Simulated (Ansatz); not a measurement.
Planning a GW calculation on ZnSb (Pbca).

```yaml
crystal:
  lattice:
    - [6.21800, 0.00000, 0.00000]
    - [0.00000, 7.74100, 0.00000]
    - [0.00000, 0.00000, 8.11500]
  atoms:
    - { symbol: Zn, position: [0.45390, 0.11150, 0.86730] }
    - { symbol: Zn, position: [0.04610, 0.88850, 0.36730] }
    - { symbol: Zn, position: [0.95390, 0.38850, 0.13270] }
    - { symbol: Zn, position: [0.54610, 0.61150, 0.63270] }
    - { symbol: Zn, position: [0.54610, 0.88850, 0.13270] }
    - { symbol: Zn, position: [0.95390, 0.11150, 0.63270] }
    - { symbol: Zn, position: [0.04610, 0.61150, 0.86730] }
    - { symbol: Zn, position: [0.45390, 0.38850, 0.36730] }
    - { symbol: Sb, position: [0.14200, 0.08410, 0.10830] }
    - { symbol: Sb, position: [0.35800, 0.91590, 0.60830] }
    - { symbol: Sb, position: [0.64200, 0.41590, 0.89170] }
    - { symbol: Sb, position: [0.85800, 0.58410, 0.39170] }
    - { symbol: Sb, position: [0.85800, 0.91590, 0.89170] }
    - { symbol: Sb, position: [0.64200, 0.08410, 0.39170] }
    - { symbol: Sb, position: [0.35800, 0.58410, 0.10830] }
    - { symbol: Sb, position: [0.14200, 0.41590, 0.60830] }
```

The cell and positions come from the Crystallography Open Database and are kept as given unless a step says otherwise. Spin-orbit coupling is left out unless a run names it. PAW set soft_2, made with PBE.

Runs so far (Ansatz 0.2.0, start r2SCAN, default PAW files, 2×2×2 mesh). Times are wall times on 1 × NVIDIA GB200 (shared by 2 runs) with 24 threads of Arm Neoverse V2, shared host, good to a factor of about two.

```csv
bands summed,cutoff (eV),gap on the mesh (eV),time
253,30,0.575,7.6 s
520,60,0.687,9.8 s
```

What should the next rung give, with 994 bands and screening to 100 eV, and where is the limit?

The error falls about as one over the bands when the cutoff rises with them. A line through the two highest rungs given predicts 0.738 eV; the run gave 0.762 eV, close to it. The two highest rungs put the limit near 0.845 eV, the pair below near 0.793 eV; their difference is a rough measure of what is unsettled in bands and cutoff; the mesh is a separate error.

Gaps are over the mesh's points; an edge off the mesh would be missed. Limits: not at the basis limit; mesh may overstate the screening; no spin-orbit coupling; coarse k mesh.

[Paths, hosts, dates, memory and timing lines, banners, echoed tables and standing remarks are left out of the program output.]

[Logs are printed without paths, hosts, clocks, repeated set-up lines and the standing remarks that a program may print on its own settings, such as how far it seeks lower states.]

[Runs of the session that timed out or met a known fault of the program may be left out.]

[Cells called generated may have been cut or substituted from an entry of the Crystallography Open Database or the Materials Project.]

[Hosts, paths, dates, database ids (printed as entryN), source tags and the programs' standing remarks are cut or masked in the printed files.]
